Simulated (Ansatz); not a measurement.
# ZrGe (model cell, started as rocksalt type): phonons and vibrational spectra

Wanted: vibrations and spectra of ZrGe (model cell, started as rocksalt type); the cell is already relaxed. After the zone centre comes a 4×4×4 q mesh on a 16×16×16 k mesh.

Main program and level: Ansatz 0.2.0; DFT PBE, scalar-relativistic, plane waves, PAW.

The structure was built from a prototype and need not be the compound's stable phase.

## (1) The starting structure

Symmetry: Fm-3m, No. 225, cubic system. The conventional cell has a = 5.478 Å, b = 5.478 Å, c = 5.478 Å, α = 90.00°, β = 90.00°, γ = 90.00°. Nearest to Zr lie 6 Ge at 2.74 Å. Nearest to Ge lie 6 Zr at 2.74 Å. Farther neighbours are not listed.

## (2) Modes at Γ

The cell comes from relaxations at this level that are not shown. The zone centre comes first: it holds the modes that light can see, as far as symmetry allows. No field response is asked, since the mesh shows no gap.

The input, input.yaml:

```yaml
crystal:
  lattice:
    - [0.0, 2.7391407419, 2.7391407419]
    - [2.7391407419, 0.0, 2.7391407419]
    - [2.7391407419, 2.7391407419, 0.0]
  atoms:
    - { symbol: Zr, position: [0.0, 0.0, 0.0] }
    - { symbol: Ge, position: [0.5, 0.5, 0.5] }
kpoints:
  mp_grid: { grid: [16, 16, 16] }
hamiltonian:
  xc: pbe
scf:
  occupations: { method: methfessel_paxton, width: 0.2 }
output:
  eigenvalues: true
phonons:
  method: dfpt
```

On the command line:

```
$ ansatz run input.yaml --threads 4 --pin off --max-ram 7168MiB --backend cpu --events-out ev --progress --plain --runs-dir out
```

Numbers of over 12 decimals in the logs are rounded to 6 here.

What it wrote:

```text
Engine: ansatz 0.2.0, aarch64-unknown-linux-gnu
Pseudopotentials: kind: paw
Pseudopotential: Zr, paw, valence charge 12, recommended cutoff 420 eV (normal), Zr.paw.azcp
Pseudopotential: Ge, paw, valence charge 14, recommended cutoff 420 eV (normal), Ge.paw.azcp
Functional definition: PBE
  parameter kappa = 0.804
  parameter beta = 0.066725
  exchange = pbe_x(kappa = kappa, mu = beta*pi^2/3)
  correlation = pbe_c(beta = beta)
Crystal: 2 atoms, lattice volume = 41.103 Å³
Basis set: ecut = 420 eV, 821 PW (Γ), exchange–correlation on 54×54×54 points (8 copies of the dense FFT grid, shifted against one another)
Bands: 17, of which v1, the nominal top of the filled ones, is band 13 counted from 1 (12 counted from 0)
Symmetry: 48 space group operations
k-points: 349 of 4096 (irreducible under 8 space group operations, time reversal used)
Non-local potential: Zr, projectors of the file, l = 0: 3, l = 1: 2, l = 2: 2, l = 3: 2
Non-local potential: Ge, projectors of the file, l = 0: 2, l = 1: 2, l = 2: 3, l = 3: 1
PAW form: soft (Blöchl's): semilocal exchange-correlation on the pseudo side does not see the compensation charge
PAW one-centre angular grid: Zr, 590 points (default); XC on 64 Gauss nodes
PAW one-centre angular grid: Ge, 590 points (default); XC on 64 Gauss nodes
Initial density: superposition of atomic densities (neutral atoms: chi_scale 0, normalization atom), corrected by the library's trained network
Initial wavefunctions: pseudopotential atomic-orbital guess
Functional: x = pbe(κ = 0.804, μ = 0.219515), c = pbe(β = 0.066725)
SCF iter   1: F=—  HF=-8480.326239 eV  |F-HF|=—  |Δ(HF+E_count)|=         —  Δρ=3.50e-3  dr2=4.41e-3  ethr=1.77e-3  ⟨swp⟩=4.9  Hψ=24851  notcnv=0
preconditioner: auto → Kerker (q_TF=auto, 2.528 Å⁻¹)  [metal: Δε(μ)=0.005 eV  Ē_g=20.620 eV  σ=0.200 eV  W_gap=0.02  n_scr=14 (ndim 8)  ℏωp=28.4 eV  f_vac=0.000  D(μ)=0.48/eV (n_scr^D=0)]
SCF iter   2: F=—  HF=-8480.325456 eV  |F-HF|=—  |Δ(HF+E_count)|=   7.83e-4  S|Δr|=    0.00e0  Δρ=2.07e-3  dr2=1.38e-3  ethr=1.70e-5  ⟨swp⟩=2.1  Hψ=10992  notcnv=0
SCF iter   3: F=—  HF=-8480.325359 eV  |F-HF|=—  |Δ(HF+E_count)|=   9.67e-5  S|Δr|=    0.00e0  Δρ=5.53e-4  dr2=1.13e-4  ethr=5.30e-6  ⟨swp⟩=2.7  Hψ=9118  notcnv=0
SCF iter   4: F=—  HF=-8480.325301 eV  |F-HF|=—  |Δ(HF+E_count)|=   5.88e-5  S|Δr|=    0.00e0  Δρ=1.56e-4  dr2=9.25e-6  ethr=4.36e-7  ⟨swp⟩=2.0  Hψ=9062  notcnv=0
SCF iter   5: F=—  HF=-8480.325302 eV  |F-HF|=—  |Δ(HF+E_count)|=   1.11e-6  S|Δr|=    0.00e0  Δρ=5.00e-5  dr2=1.19e-6  ethr=3.56e-8  ⟨swp⟩=3.0  Hψ=10124  notcnv=0
SCF iter   6: F=—  HF=-8480.325302 eV  |F-HF|=—  |Δ(HF+E_count)|=   1.14e-7  S|Δr|=    0.00e0  Δρ=1.27e-5  dr2=5.33e-8  ethr=4.59e-9  ⟨swp⟩=2.0  Hψ=7339  notcnv=0
SCF iter   7: F=—  HF=-8480.325302 eV  |F-HF|=—  |Δ(HF+E_count)|=   2.34e-8  S|Δr|=    0.00e0  Δρ=2.08e-6  dr2=1.18e-9  ethr=2.05e-10  ⟨swp⟩=2.5  Hψ=9996  notcnv=0
SCF iter   8: F=—  HF=-8480.325302 eV  |F-HF|=—  |Δ(HF+E_count)|=   1.05e-9  S|Δr|=    0.00e0  Δρ=3.25e-7  dr2=2.35e-11  ethr=4.55e-12  ⟨swp⟩=2.0  Hψ=9097  notcnv=0
SCF iter   9: F=-8480.325302 eV  HF=-8480.325302 eV  |F-HF|=0.00e0  |Δ(HF+E_count)|=  2.18e-11  S|Δr|=    0.00e0  Δρ=5.53e-8  dr2=6.51e-13  ethr=1.00e-12  ⟨swp⟩=5.0  Hψ=22313  notcnv=0
SCF 1 converged in 9 iterations: F = -8480.325302 eV  dr2 = 6.51e-13
  greatest PAW one-centre occupation: 0.998 electrons in one spin orbital (limit 2), on the Ge atom at site 1 (counted from 0), in its partial waves of l = 2
DFPT response loops at Γ: preconditioner auto → Kerker (q_TF=auto, 2.528 Å⁻¹) (partly filled bands, converged f_vac=0.000); β = 1.00, the filter's whole step (`scf.mixing.beta` (0.50) is not read by the response loops under this deck's `scf.mixing.preconditioner`; to damp them name `kerker` or `kerker_dos`, under which they read `scf.mixing.beta`, and type it under 1.00, their step now; both keys bind the ground state too); Broyden in place of MSR1
SCF converged after 9 iterations
Stability not checked: this state was not tested for a lower state beside it, because cold or Methfessel-Paxton smearing, or corrected tetrahedra, fill the levels in a way that the test cannot read (fill_not_monotonic; see scf.lower_state_search)
Free energy (F): -8480.325302 eV
Harris-Foulkes:  -8480.325302 eV  (|F-HF|=0.00e0)
Internal energy: -8480.326046 eV  (E = F + TS)
E sigma→0 (E₀):  -8480.325488 eV
Entropy (-TS):   0.000744 eV (0.372 meV/atom)
Fermi energy:    12.772862 eV
--- Per-component energies (eV) ---
  E_band       = -197.102462
  E_kinetic    = 445.048394
  E_local      = -2872.752648  (includes V_loc(G=0)·N_el)
  E_nonlocal   = 497.808430
  E_hartree    = 1191.061995
  E_xc         = -238.340577
  E_vxc        = -257.045579  (∫ρ·V_xc dr)
  E_paw        = -4973.219409  (= ΣΔE_a)
  E_vpaw       = -392.285436  (= ΣTr[D̂ρ^β])
  E_aug_tail   = 0.000369  (compensation charges beyond the density's cutoff)
  E_ewald      = -2529.932601
  E_smearing   = 0.000744  (= −TS)
  E_closure    = 0.000000  (closes the sum)
  Σ components = -8480.325302   (vs F -8480.325302, Δ=0.00e0)
--- Band table (eV; the first three rows and the last of 349) ---
  k-point 0: bands = [... 9 lower, 2.5461, 12.9419, 12.9419, 12.9419, 13.6962, 13.6962, 15.0714, 15.0714]
  k-point 1: bands = [... 9 lower, 2.6088, 12.7281, 12.9131, 12.9131, 13.4195, 13.4195, 14.9854, 15.5122]
  k-point 2: bands = [... 9 lower, 2.7942, 12.1437, 12.5470, 12.5470, 13.3358, 13.3358, 14.8450, 16.3615]
  k-point 348: bands = [... 9 lower, 4.7245, 10.1997, 10.1997, 10.5078, 15.0663, 15.0663, 15.7520, 15.8116]
--- Phonons (Γ-DFPT): 2 representative perturbations + reference, on 349 of 4096 k-points (Σ response iterations 6) ---
  k mesh reduced under 8 symmetry operations, with k and −k counted as one. Each operation leaves every solved perturbation unchanged. A smaller set is not used because it would not reduce the number of displacements times k-points to solve
  ASR residual: 1.542e-5 → 0.000e0 eV/Å²; symmetrization residual: 1.155e-5 eV/Å²
  ASR residual per site (eV/Å²): 1.54e-5 8.21e-6
  Γ frequencies (cm⁻¹): 0.00 0.00 0.00 241.21 241.21 241.21
  non-analytic LO–TO correction: not included (Born effective charges unavailable; polar crystals: no LO–TO splitting at Γ)
```

Wall time 15 s (4 threads of Arm Neoverse V2, shared host); peak memory 1.1 GiB; 57 s of CPU time.

Numbers from this step:

```
volume per atom                                         : 20.55 Å³
gap on the k-mesh                                       : 0 eV
sum-rule residual before enforcement                    : 1.54e-5 eV/Å²
point group                                             : m-3m
highest optical mode at the zone centre (no LO-TO term) : 241.2 cm⁻¹
lowest optical zone-centre mode                         : 241.2 cm⁻¹
```

Patterns of degenerate modes are one choice out of their space. Modes at Γ, with each element's share of the kinetic energy:

```
mode  frequency (cm⁻¹)  symmetry  Zr %  Ge %
   1               0.0  acoustic    56    44
   2               0.0  acoustic    56    44
   3               0.0  acoustic    56    44
   4             241.2       T1u    44    56
   5             241.2       T1u    44    56
   6             241.2       T1u    44    56
```

Displacements in mode 5 (241.2 cm⁻¹), the largest set to 1:
```
Zr1  0.00  0.00 -0.80
Ge2  0.00  0.00  1.00
```

Before it was imposed, the acoustic sum rule was missed by 1.5e-5 eV/Å². Small misses are needed for a sound result but don't prove that mesh and cutoff are converged. The lowest optical mode is real, 241 cm⁻¹.

(Part 1 of 3 ends here.)

[Logs are printed without paths, hosts, clocks, repeated set-up lines and the standing remarks that a program may print on its own settings, such as how far it seeks lower states.]

[Hosts, paths, dates, database ids (printed as entryN), source tags and the programs' standing remarks are cut or masked in the printed files.]
